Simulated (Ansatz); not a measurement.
# LaYO2F2 (built on the sites of a database entry of LaOF): from the cell to its phonons, part 2 of 3

Wanted: phonon frequencies of LaYO2F2 (built on the sites of a database entry of LaOF) and what follows from them.

Ansatz 0.2.0; DFT PBE+D3(BJ), scalar-relativistic, plane waves, PAW.

So far. Step 4 (Tight relaxation): The largest force component left is 0.45 meV/Å and the pressure is 0.000 GPa, within the tolerances set. The cell now holds 14.74 Å³/atom. The relaxed cell has a = 3.949, c = 5.669 Å (conventional setting).

The structure was built from a prototype and need not be the compound's stable phase.

## (5) Linear response at the zone centre

The zone centre comes first: it holds the modes that light can see, as far as symmetry allows. The response to a homogeneous field gives the Born charges and the dielectric tensor.

The input, input.yaml:

```yaml
crystal:
  lattice:
    - [3.9491705737, 0.0, 0.0]
    - [0.0, 3.9491705737, 0.0]
    - [0.0, 0.0, 5.6693653701]
  atoms:
    - { symbol: "Y", position: [0.0, 0.5, 0.7105914178] }
    - { symbol: La, position: [0.5, 0.0, 0.2849359094] }
    - { symbol: O, position: [0.0, 0.0, 0.5133053335] }
    - { symbol: O, position: [0.5, 0.5, 0.5133053335] }
    - { symbol: F, position: [0.0, 0.0, -0.0110689972] }
    - { symbol: F, position: [0.5, 0.5, -0.0110689972] }
kpoints:
  mp_grid: { grid: [6, 6, 4] }
hamiltonian:
  xc: pbe
  dispersion: d3bj
scf:
  occupations: { method: fixed }
output:
  eigenvalues: true
phonons:
  method: dfpt
  dielectric: true
  rigid_motions: translations
```

Started as:

```console
$ ansatz run input.yaml --threads 8 --pin off --max-ram 14336MiB --backend cpu --events-out ev --progress --plain --runs-dir out
```

Numbers of over 12 decimals in the logs are rounded to 6 here.

Log:

```text
[...]
Crystal: 6 atoms, lattice volume = 88.419 Å³
Basis set: ecut = 420 eV, 1739 PW (Γ), exchange–correlation on 60×60×80 points (8 copies of the dense FFT grid, shifted against one another)
Bands: 30, of which v1, the nominal top of the filled ones, is band 24 counted from 1 (23 counted from 0)
Symmetry: 8 space group operations
k-points: 76 of 144 (irreducible under 1 space group operation, time reversal used)
[...]
SCF iter   1: F=—  HF=-12864.026597 eV  |F-HF|=—  |Δ(HF+E_count)|=         —  Δρ=1.62e-3  dr2=1.05e-3  ethr=1.77e-3  ⟨swp⟩=4.0  Hψ=7692  notcnv=0  defer=130
[...]
SCF iter   9: F=-12864.028349 eV  HF=-12864.028349 eV  |F-HF|=2.18e-10  |Δ(HF+E_count)|=   6.18e-9  Δρ=2.51e-7  dr2=6.59e-11  ethr=1.00e-12  ⟨swp⟩=11.7  Hψ=16293  notcnv=0
SCF 1 converged in 9 iterations: F = -12864.028349 eV  dr2 = 6.59e-11
[...]
DFPT response loops at Γ: preconditioner auto → none (the input reference at scf.mixing.eps_inf says where Resta's filter doesn't serve); β = 0.50; Broyden in place of MSR1
SCF converged after 9 iterations
Free energy (F): -12864.028349 eV
[...]
Internal energy: -12864.028349 eV  (E = F + TS)
E sigma→0 (E₀):  -12864.028349 eV
Fermi energy:    8.173161 eV
[...]
--- Band table (eV; the first three rows and the last of 76) ---
  k-point 0: bands = [... 20 lower, 6.7329, 7.0718, 7.8798, 7.8798, 12.7986, 13.5582, 13.7526, 13.7942, ... 2 higher]
  k-point 1: bands = [... 20 lower, 6.3544, 6.7037, 7.9427, 7.9427, 13.0442, 13.5090, 13.7883, 13.7883, ... 2 higher]
  k-point 2: bands = [... 20 lower, 6.3257, 6.3257, 8.0021, 8.0021, 13.2789, 13.4725, 13.7827, 13.7827, ... 2 higher]
  k-point 75: bands = [... 20 lower, 7.6476, 7.7187, 7.7187, 7.7897, 12.9802, 13.2482, 13.6733, 13.6733, ... 2 higher]
--- Phonons (Γ-DFPT): 10 representative perturbations + reference, on 76 of 144 k-points (Σ response iterations 35) ---
  k mesh reduced under 1 symmetry operation, with k and −k counted as one. Each operation leaves every solved perturbation unchanged. A smaller set is not considered because the run solves the response to a homogeneous field
  ASR residual: 1.100e-4 → 0.000e0 eV/Å²; symmetrization residual: 2.402e-5 eV/Å²
  pairwise dispersion correction: d3bj (s6 = 1.0, s8 = 0.7875, a1 = 0.4289, a2_bohr = 4.4407), with the weights of each atom's references fixed at the reference crystal's, and the forces and stress that the weights' published response gives there kept as a pressure on the atom's counted neighbours (hamiltonian.dispersion)
  ASR residual per site (eV/Å²): 5.08e-5 6.93e-5 1.10e-4 1.10e-4 9.48e-5 9.48e-5
  Γ frequencies (cm⁻¹): 0.00 0.00 0.00 111.57 111.57 143.37 143.37 152.68 234.29 252.80 281.73 281.73 308.91 308.91 381.49 473.17 473.17 510.21
  ε∞ (high-frequency dielectric tensor):
        3.660894     0.000000     0.000000
        0.000000     3.660894     0.000000
        0.000000    -0.000000     3.203697
  ε⁰ (static dielectric tensor: ions relaxed, cell fixed):
       19.248896     0.000000     0.000000
        0.000000    19.248896    -0.000000
        0.000000    -0.000000    11.077884
  ε⁰ − ε∞ (ionic part):
       15.588002     0.000000     0.000000
        0.000000    15.588002    -0.000000
        0.000000    -0.000000     7.874187
  softest optical mode at Γ: 111.57 cm⁻¹; the repairs (sum rule, projections) moved no ω² at Γ by more than (3.04 cm⁻¹)²
  Born effective charges Z* (e; rows j = field, columns β = displacement):
    site 0:
         3.97754    0.00000    0.00000
         0.00000    3.97754    0.00000
         0.00000    0.00000    3.34986
    site 1:
         4.08326   -0.00000    0.00000
        -0.00000    4.08326   -0.00000
         0.00000   -0.00000    3.56377
    site 2:
        -2.82789   -0.00000   -0.00000
         0.00000   -2.68627    0.00000
        -0.00000   -0.00000   -1.72372
    site 3:
        -2.68627    0.00000   -0.00000
        -0.00000   -2.82789   -0.00000
        -0.00000    0.00000   -1.72372
    site 4:
        -1.31249    0.00000   -0.00000
         0.00000   -1.23415    0.00000
        -0.00000    0.00000   -1.73309
    site 5:
        -1.23415    0.00000   -0.00000
         0.00000   -1.31249    0.00000
        -0.00000    0.00000   -1.73309
  Z* charge neutrality: 9.545e-5 e pre-enforcement
  k-mesh period / interband length: 22.7 Å / 1.07 Å = 21.25 at k = (0.0000, 0.0000, 0.0000), direct gap 4.919 eV — 14 or more, which is no proof of convergence
  optical modes at Γ without the LO–TO term, one row a degenerate level:
      ω (cm⁻¹)  modes    IR ((D/Å)²/amu)
        111.57      2             7.3465
        143.37      2             2.4948
        152.68      1             0.0000
        234.29      1            16.7963
        252.80      1             0.4008
        281.73      2             0.0086
        308.91      2            55.2501
        381.49      1             0.0000
        473.17      2             0.4070
        510.21      1             3.6882
  optical modes at Γ + LO–TO along q̂ = [1.0000, 0.0000, 0.0000]:
      ω (cm⁻¹)  modes    IR ((D/Å)²/amu)
        111.57      1             3.6732
        129.72      1             0.0806
        143.37      1             1.2474
[...]
optical modes at Γ + LO–TO along q̂ = [0.0000, 1.0000, 0.0000]:
      ω (cm⁻¹)  modes    IR ((D/Å)²/amu)
[...]
510.21      1             3.6882
        551.66      1            31.8515
  optical modes at Γ + LO–TO along q̂ = [0.0000, 0.0000, 1.0000]:
      ω (cm⁻¹)  modes    IR ((D/Å)²/amu)
        111.57      2             7.3465
        143.37      2             2.4948
        152.68      1             0.0000
        252.35      1             0.0022
        281.73      2             0.0086
        308.91      2            55.2501
        381.49      1             0.0000
        396.41      1             8.8237
        473.17      2             0.4070
        561.73      1            12.0594
```

Run time: 43 s. Hardware: 8 threads of Arm Neoverse V2, shared host; peak memory 1.3 GiB; 5.2 min of CPU time.

Numbers from this step:

```
sum-rule residual before enforcement                    : 1.10e-4 eV/Å²
miss of the charge sum rule                             : 9.54e-5 e
point group                                             : 4mm
highest optical mode at the zone centre (no LO-TO term) : 510.2 cm⁻¹
lowest optical zone-centre mode                         : 111.6 cm⁻¹
mean high-frequency dielectric constant                 : 3.508
largest Born charge (third of the trace)                : 3.910 e
mean static dielectric constant                         : 16.53
top of the zone-centre spectrum with the field          : 561.7 cm⁻¹
```

Without the LO-TO term. Patterns of degenerate modes are one choice out of their space. The modes at Γ (shares of kinetic energy by element, %):

| mode | frequency (cm⁻¹) | symmetry | Y % | La % | O % | F % |
| --- | --- | --- | --- | --- | --- | --- |
| 1 | 0.0 | acoustic | 30 | 47 | 11 | 13 |
| 2 | 0.0 | acoustic | 30 | 47 | 11 | 13 |
| 3 | 0.0 | acoustic | 30 | 47 | 11 | 13 |
| 4 | 111.6 | E | 36 | 2 | 1 | 61 |
| 5 | 111.6 | E | 36 | 2 | 1 | 61 |
| 6 | 143.4 | E | 26 | 46 | 0 | 27 |
| 7 | 143.4 | E | 26 | 46 | 0 | 27 |
| 8 | 152.7 | B1 | 0 | 0 | 30 | 70 |
| 9 | 234.3 | A1 | 5 | 16 | 9 | 70 |
| 10 | 252.8 | A1 | 63 | 36 | 0 | 1 |
| 11 | 281.7 | E | 0 | 0 | 2 | 98 |
| 12 | 281.7 | E | 0 | 0 | 2 | 98 |
| 13 | 308.9 | E | 8 | 5 | 86 | 1 |
| 14 | 308.9 | E | 8 | 5 | 86 | 1 |
| 15 | 381.5 | B1 | 0 | 0 | 70 | 30 |
| 16 | 473.2 | E | 0 | 0 | 100 | 0 |
| 17 | 473.2 | E | 0 | 0 | 100 | 0 |
| 18 | 510.2 | A1 | 2 | 1 | 80 | 16 |

Displacements in mode 5 (111.6 cm⁻¹), the largest set to 1:
```
Y1  -0.41 -0.02  0.00
La2  0.08  0.00  0.00
O3  -0.11 -0.01  0.00
O4  -0.16 -0.01  0.00
F5   0.58  0.05  0.00
F6   1.00  0.03  0.00
```

Displacements in mode 14 (308.9 cm⁻¹), the largest set to 1:
```
Y1  -0.17  0.01  0.00
La2 -0.11  0.00  0.00
O3   0.88 -0.03  0.00
O4   1.00 -0.03  0.00
F5   0.11  0.00  0.00
F6  -0.11  0.00  0.00
```

Optical modes at the zone centre, without and with the macroscopic field of the longitudinal modes; each column is sorted by frequency, so a row need not hold one and the same mode. Modes with and without the field, by row:

| rank among optical modes | no field (cm⁻¹) | q along (1, 0, 0) (cm⁻¹) | q along (0, 0, 1) (cm⁻¹) |
| --- | --- | --- | --- |
| 1 | 111.6 | 111.6 | 111.6 |
| 2 | 111.6 | 129.7 | 111.6 |
| 3 | 143.4 | 143.4 | 143.4 |
| 4 | 143.4 | 152.7 | 143.4 |
| 5 | 152.7 | 159.1 | 152.7 |
| 6 | 234.3 | 234.3 | 252.3 |
| 7 | 252.8 | 252.8 | 281.7 |
| 8 | 281.7 | 281.7 | 281.7 |
| 9 | 281.7 | 281.7 | 308.9 |
| 10 | 308.9 | 308.9 | 308.9 |
| 11 | 308.9 | 381.5 | 381.5 |
| 12 | 381.5 | 470.8 | 396.4 |
| 13 | 473.2 | 473.2 | 473.2 |
| 14 | 473.2 | 510.2 | 473.2 |
| 15 | 510.2 | 551.7 | 561.7 |

Born charge (rows field, columns displacement) (e), principal values of the symmetric part by kind of site:

| atom | atoms with these values | low | middle | high | mean |
| --- | --- | --- | --- | --- | --- |
| Y1 | 1 | 3.35 | 3.98 | 3.98 | 3.77 |
| La2 | 1 | 3.56 | 4.08 | 4.08 | 3.91 |
| O3 | 2 | -2.83 | -2.69 | -1.72 | -2.41 |
| F5 | 2 | -1.73 | -1.31 | -1.23 | -1.43 |

In full for O3:

```
-2.83  0.00  0.00
 0.00 -2.69  0.00
 0.00  0.00 -1.72
```

High-frequency dielectric tensor:

```
3.66 0.00 0.00
0.00 3.66 0.00
0.00 0.00 3.20
```

Static dielectric tensor (ions relaxed, fixed cell):

```
19.25  0.00  0.00
 0.00 19.25  0.00
 0.00  0.00 11.08
```

Transverse modes. Infrared lines, with heights relative to the strongest:

| position (cm⁻¹) | label | relative intensity |
| --- | --- | --- |
| 112 | E | 13 |
| 143 | E | 4.5 |
| 153 | B1 | 0.0 |
| 234 | A1 | 30 |
| 253 | A1 | 0.7 |
| 282 | E | 0.0 |
| 309 | E | 100 |
| 382 | B1 | 0.0 |
| 473 | E | 0.7 |
| 510 | A1 | 6.7 |

Before it was imposed, the acoustic sum rule was missed by 1.1e-4 eV/Å² and the charge sum rule by 9.5e-5 e. Small misses are needed for a sound result but don't prove that mesh and cutoff are converged. The lowest optical mode is real, 112 cm⁻¹.

[end of part 2 of 3]

[Logs are printed without paths, hosts, clocks, repeated set-up lines and the standing remarks that a program may print on its own settings, such as how far it seeks lower states.]

[Hosts, paths, dates, database ids (printed as entryN), source tags and the programs' standing remarks are cut or masked in the printed files.]
